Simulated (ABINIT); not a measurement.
# AlSi3 (Pm-3m): from the cell to the phonon bands, part 2 of 5

How does AlSi3 (Pm-3m) vibrate, and is this structure a minimum?

ABINIT 10.8.3; DFT PBE, scalar-relativistic, plane waves, PseudoDojo norm-conserving pseudopotentials.

So far. Step 4 (Relaxing the cell and atoms): The volume changes by +0.8 % in this run and stands +0.8 % from the first cell. The relaxed cell has a = 3.904 Å (conventional setting).

The structure was built from a prototype and need not be the compound's stable phase.

## (6) Zone-centre response

At q = 0 one unit cell holds all displacements. The response is solved for single atoms along the cell's directions, and symmetry skips those that follow from others. The crystal is treated as a metal, which screens a static field, so no field response is asked.

Contents of dfpt_gamma.abi:

```

# common to the responses
getwfk_filepath "gso_WFK"
kptopt 2
nqpt 1
qpt 0.0 0.0 0.0
asr 0
chneut 0

# displacements
rfphon 1
rfatpol 1 4
rfdir 1 1 1
tolvrs 1.0d-10
prtwf 0

# basis, mesh and filling
ecut 16.0
ngkpt 8 8 8
nshiftk 1
shiftk 0.0 0.0 0.0
istwfk *1
occopt 7
tsmear 0.01
nband 14
nstep 100
diemac 1000000.0
prtebands 0
prtgsr 0
useylm 1

# cell and atoms
acell 7.378104105 7.378104105 7.378104105
rprim 
    1.0 0.0 0.0
    0.0 1.0 0.0
    0.0 0.0 1.0
ntypat 2
znucl 13 14
natom 4
typat 1 2 2 2
xred 
    0.0 0.0 0.0
    0.0 0.5 0.5
    0.5 0.0 0.5
    0.5 0.5 0.0
pp_dirpath "./pseudo"
pseudos "Al.upf, Si.upf"
```

Run with:

```bash
$ OMP_NUM_THREADS=1 mpirun -n 4 abinit dfpt_gamma.abi > dfpt_gamma.log
```

Numbers of over 12 decimals in the logs are rounded to 6 here.

dfpt_gamma.abo, the main output file:

```text
[banners, grids, parts of the stress and lines that vanish by symmetry left out]
- input  file    -> dfpt_gamma.abi
- output file    -> dfpt_gamma.abo
- root for input  files -> dfpt_gammai
- root for output files -> dfpt_gammao

 Symmetries : space group Pm -3 m (#221); Bravais cP (primitive cubic)
================================================================================
 Values of the parameters that define the memory need of the present run (RF).
     intxc =       0      iscf =       7    lmnmax =      18     lnmax =       6
     mgfft =      30  mpssoang =       3    mqgrid =    3001     natom =       4
  nloc_mem =       1    nspden =       1   nspinor =       1    nsppol =       1
      nsym =      48    n1xccc =    2501    ntypat =       2    occopt =       7
   xclevel =       2
-    mband =          14        mffmem =           1         mkmem =          65
-   mkqmem =          65        mk1mem =          65           mpw =        1245
      nfft =       27000          nkpt =         260
- my_mband =          14
================================================================================
================================================================================

--------------------------------------------------------------------------------
------------- Echo of variables that govern the present computation ------------
--------------------------------------------------------------------------------
-
- outvars: echo of selected default values
-   iomode0 =  0 , fftalg0 =312 , wfoptalg0 =  0
-
- outvars: echo of global parameters not present in the input file
-  max_nthreads =    1
-
 -outvars: echo values of preprocessed input variables
 [... echo left out ...]
================================================================================

 chkinp: Checking input parameters for consistency.

[...]
== DATASET  1 ==================================================================
-   mpi_nproc: 4, omp_nthreads: 1 (-1 if OMP is not activated)

--- !DatasetInfo
iteration_state: {dtset: 1, }
dimensions: {natom: 4, nkpt: 260, mband: 14, nsppol: 1, nspinor: 1, nspden: 1, mpw: 1245, }
cutoff_energies: {ecut:  16.0, pawecutdg:  -1.0, }
electrons: {nelect:   1.50000000E+01, charge:   0.00000000E+00, occopt:   7.00000000E+00, tsmear:   1.00000000E-02, }
meta: {optdriver: 1, rfphon: 1, }
...

 mkfilename: getwfk from: gso_WFK

 Real(R)+Recip(G) space primitive vectors, cartesian coordinates (Bohr,Bohr^-1):
 R(1)=  7.3781041  0.0000000  0.0000000  G(1)=  0.1355362  0.0000000  0.0000000
 R(2)=  0.0000000  7.3781041  0.0000000  G(2)=  0.0000000  0.1355362  0.0000000
 R(3)=  0.0000000  0.0000000  7.3781041  G(3)=  0.0000000  0.0000000  0.1355362
 Unit cell volume ucvol=  4.0163758E+02 bohr^3
 Angles (23,13,12)=  9.00000000E+01  9.00000000E+01  9.00000000E+01 degrees
 setup1 : take into account q-point for computing boxcut.

 getcut: wavevector=  0.0000  0.0000  0.0000  ngfft=  30  30  30
         ecut(hartree)=     16.000   => boxcut(ratio)=   2.25814

 getcut : COMMENT -
  Note that boxcut > 2.2 ; recall that boxcut=Gcut(box)/Gcut(sphere) = 2
  is sufficient for exact treatment of convolution.
  Such a large boxcut is a waste : you could raise ecut
  e.g. ecut=   20.396832 Hartrees makes boxcut=2

--- Pseudopotential description ------------------------------------------------
- pspini: atom type   1  psp file is ./pseudo/Al.upf

- pspini: atom type   2  psp file is ./pseudo/Si.upf

   4.81665784E+02                                ecore*ucvol(ha*bohr**3)
--------------------------------------------------------------------------------

 ==>  initialize data related to q vector <==

 The list of irreducible perturbations for this q vector is:
    1)    idir= 1    ipert=   1
    2)    idir= 1    ipert=   2
    3)    idir= 2    ipert=   2

[...]
The perturbation idir=   2  ipert=   1 is
 symmetric of a previously calculated perturbation.
 So, its SCF calculation is not needed.

 The perturbation idir=   3  ipert=   1 is
 symmetric of a previously calculated perturbation.
 So, its SCF calculation is not needed.

 The perturbation idir=   3  ipert=   2 is
 symmetric of a previously calculated perturbation.
 So, its SCF calculation is not needed.

 The perturbation idir=   1  ipert=   3 is
 symmetric of a previously calculated perturbation.
 So, its SCF calculation is not needed.

[...]
The perturbation idir=   2  ipert=   4 is
 symmetric of a previously calculated perturbation.
 So, its SCF calculation is not needed.

 The perturbation idir=   3  ipert=   4 is
 symmetric of a previously calculated perturbation.
 So, its SCF calculation is not needed.

--------------------------------------------------------------------------------
 Perturbation wavevector (in red.coord.)   0.000000  0.000000  0.000000
 Perturbation : displacement of atom   1   along direction   1
 Found     8 symmetries that leave the perturbation invariant.

[...]
dfpt_looppert : total number of electrons, from k and k+q
  fully or partially occupied states are    1.500000E+01 and    1.500000E+01.
 Initialisation of the first-order wave-functions :
  ireadwf=   0

--- !BeginCycle
iteration_state: {dtset: 1, }
solver: {iscf: 7, nstep: 100, nline: 4, wfoptalg: 0, }
tolerances: {tolvrs: 1.00E-10, }
...

     iter   2DEtotal(Ha)        deltaE(Ha) residm    vres2
-ETOT  1   2.813485     -3.335E+01 5.909E-01 9.393E+02
 ETOT  2   2.217718     -5.958E-01 2.829E-01 2.626E+01
 ETOT  3   2.200180     -1.754E-02 1.100E-01 6.648E-02
 ETOT  4   2.200142     -3.835E-05 1.620E-01 1.863E-04
 ETOT  5   2.200142     -8.702E-08 2.221E-02 1.745E-06
[...]
At SCF step    7       vres2   =  8.37E-11 < tolvrs=  1.00E-10 =>converged.
[...]
Mean square residual over all n,k,spin=   19.012E-06; max=  85.630E-04

 Thirteen components of 2nd-order total energy (hartree) are
 1,2,3: 0th-order hamiltonian combined with 1st-order wavefunctions
     kin0=   2.76805101E+01 eigvalue=  -2.02450808E+00  local=  -1.43477887E+01
 4,5,6: 1st-order hamiltonian combined with 1st and 0th-order wfs
 loc psp =  -1.02884843E+01  Hartree=   6.95403782E+00     xc=  -2.36288820E+00
 note that "loc psp" includes a xc core correction that could be resolved
 7,8,9: eventually, occupation + non-local contributions
    edocc=   2.80186417E+00     enl0=   1.52633942E+01   enl1=  -5.76407571E+01
 1-9 gives the relaxation energy (to be shifted if some occ is /=2.0)
   erelax=  -3.39646202E+01
 10,11,12 Non-relaxation  contributions : frozen-wavefunctions and Ewald
 fr.local=  -1.67683775E+01 fr.nonlo=   3.37710629E+01  Ewald=   2.04383735E+01
 13,14 Frozen wf xc core corrections (1) and (2)
 frxc 1  =  -4.94827553E+00  frxc 2 =   3.67197871E+00
 Resulting in :
 2DEtotal=    0.2200141887E+01 Ha. Also 2DEtotal=    0.598689106960E+02 eV
    (2DErelax=   -3.3964620152E+01 Ha. 2DEnonrelax=    3.6164762039E+01 Ha)
    (  non-var. 2DEtotal :    2.2001413198E+00 Ha)

[...]
Perturbation wavevector (in red.coord.)   0.000000  0.000000  0.000000
 Perturbation : displacement of atom   2   along direction   1
 Found     8 symmetries that leave the perturbation invariant.

[...]
dfpt_looppert : total number of electrons, from k and k+q
  fully or partially occupied states are    1.500000E+01 and    1.500000E+01.
 Initialisation of the first-order wave-functions :
  ireadwf=   0

--- !BeginCycle
iteration_state: {dtset: 1, }
solver: {iscf: 7, nstep: 100, nline: 4, wfoptalg: 0, }
tolerances: {tolvrs: 1.00E-10, }
...

     iter   2DEtotal(Ha)        deltaE(Ha) residm    vres2
-ETOT  1  0.666734     -8.216E+01 1.072E+00 4.687E+02
[...]
At SCF step    8       vres2   =  1.66E-12 < tolvrs=  1.00E-10 =>converged.
[...]
Mean square residual over all n,k,spin=   45.778E-06; max=  21.176E-03

 Thirteen components of 2nd-order total energy (hartree) are
 1,2,3: 0th-order hamiltonian combined with 1st-order wavefunctions
     kin0=   6.92022352E+01 eigvalue=  -4.05957089E+00  local=  -3.37816961E+01
 4,5,6: 1st-order hamiltonian combined with 1st and 0th-order wfs
 loc psp =  -4.93140044E+01  Hartree=   1.89192122E+01     xc=  -6.73819865E+00
 note that "loc psp" includes a xc core correction that could be resolved
 7,8,9: eventually, occupation + non-local contributions
    edocc=   7.53405478E+00     enl0=   3.14249360E+01   enl1=  -1.15687941E+02
 1-9 gives the relaxation energy (to be shifted if some occ is /=2.0)
   erelax=  -8.25009727E+01
 10,11,12 Non-relaxation  contributions : frozen-wavefunctions and Ewald
 fr.local=  -1.49026650E+00 fr.nonlo=   5.69125113E+01  Ewald=   2.96793988E+01
 13,14 Frozen wf xc core corrections (1) and (2)
 frxc 1  =  -8.27665300E+00  frxc 2 =   6.00085949E+00
 Resulting in :
 2DEtotal=    0.3248773543E+00 Ha. Also 2DEtotal=    0.884036316929E+01 eV
    (2DErelax=   -8.2500972716E+01 Ha. 2DEnonrelax=    8.2825850070E+01 Ha)
    (  non-var. 2DEtotal :    3.2487743760E-01 Ha)

[...]
Perturbation wavevector (in red.coord.)   0.000000  0.000000  0.000000
 Perturbation : displacement of atom   2   along direction   2
 Found     4 symmetries that leave the perturbation invariant.

--------------------------------------------------------------------------------

--------------------------------------------------------------------------------

 dfpt_looppert : total number of electrons, from k and k+q
  fully or partially occupied states are    1.500000E+01 and    1.500000E+01.
 Initialisation of the first-order wave-functions :
  ireadwf=   0

--- !BeginCycle
iteration_state: {dtset: 1, }
solver: {iscf: 7, nstep: 100, nline: 4, wfoptalg: 0, }
tolerances: {tolvrs: 1.00E-10, }
...

     iter   2DEtotal(Ha)        deltaE(Ha) residm    vres2
-ETOT  1   1.737102     -8.418E+01 1.911E+00 6.537E+02
[...]
ETOT  7   1.277894     -8.740E-12 1.820E-01 4.103E-10
 ETOT  8   1.277894     -4.405E-13 4.668E-02 1.068E-11

 At SCF step    8       vres2   =  1.07E-11 < tolvrs=  1.00E-10 =>converged.
[...]
Mean square residual over all n,k,spin=   51.359E-06; max=  46.685E-03

 Thirteen components of 2nd-order total energy (hartree) are
 1,2,3: 0th-order hamiltonian combined with 1st-order wavefunctions
     kin0=   7.01788439E+01 eigvalue=  -4.17595221E+00  local=  -3.48807871E+01
 4,5,6: 1st-order hamiltonian combined with 1st and 0th-order wfs
 loc psp =  -4.95247366E+01  Hartree=   1.95716559E+01     xc=  -6.93787355E+00
 note that "loc psp" includes a xc core correction that could be resolved
 7,8,9: eventually, occupation + non-local contributions
    edocc=   7.74645657E+00     enl0=   3.31349936E+01   enl1=  -1.19749937E+02
 1-9 gives the relaxation energy (to be shifted if some occ is /=2.0)
   erelax=  -8.46373370E+01
 10,11,12 Non-relaxation  contributions : frozen-wavefunctions and Ewald
 fr.local=   4.69394594E+00 fr.nonlo=   6.10424334E+01  Ewald=   2.26306520E+01
 13,14 Frozen wf xc core corrections (1) and (2)
 frxc 1  =  -8.22273967E+00  frxc 2 =   5.77093880E+00
 Resulting in :
 2DEtotal=    0.1277893511E+01 Ha. Also 2DEtotal=    0.347732539072E+02 eV
    (2DErelax=   -8.4637336982E+01 Ha. 2DEnonrelax=    8.5915230493E+01 Ha)
    (  non-var. 2DEtotal :    1.2778934623E+00 Ha)

[...]
---- first-order wavefunction calculations are completed ----

 ==> Compute Derivative Database <==

 [... matrices left out ...]
  Phonon wavevector (reduced coordinates) :  0.00000  0.00000  0.00000
 Phonon energies in Hartree :
  -1.813411E-04 -1.813411E-04 -1.813411E-04  5.483931E-06  5.483931E-06
   5.483932E-06  3.424174E-04  3.424174E-04  3.424174E-04  1.330776E-03
   1.330776E-03  1.330776E-03
 Phonon frequencies in cm-1    :
- -3.979978E+01 -3.979978E+01 -3.979978E+01  1.203584E+00  1.203584E+00
-  1.203584E+00  7.515193E+01  7.515193E+01  7.515193E+01  2.920715E+02
-  2.920715E+02  2.920715E+02

== END DATASET(S) ==============================================================
================================================================================

 -outvars: echo values of variables after computation
            acell      7.3781041050E+00  7.3781041050E+00  7.3781041050E+00 Bohr
           etotal      1.2778935109E+00
            fcart      0.0000000000E+00  0.0000000000E+00  0.0000000000E+00
           strten      0.0000000000E+00  0.0000000000E+00  0.0000000000E+00
================================================================================
```

The job ended after 42 s (4 MPI ranks of Arm Neoverse V1, shared host).

Read from the output:

| Property | Result |
| --- | --- |
| largest acoustic frequency at the zone centre before the sum rule | 1.2 cm⁻¹ |
| highest optical zone-centre mode (no LO-TO term) | 292.1 cm⁻¹ |
| lowest optical zone-centre mode | -39.8 cm⁻¹ |

The acoustic modes at Γ come out as far as 1.2 cm⁻¹ from zero, where they should vanish, a small numerical error. The lowest optical mode is imaginary, 40i cm⁻¹, an instability at this level and on this k mesh.

(Part 2 of 5 ends here.)

[Host names and launcher messages were left out of these logs when they were recorded.]

[Logs are printed without paths, hosts, clocks, repeated set-up lines and the standing remarks that a program may print on its own settings, such as how far it seeks lower states.]

[Hosts, paths, dates, database ids (printed as entryN), source tags and the programs' standing remarks are cut or masked in the printed files.]
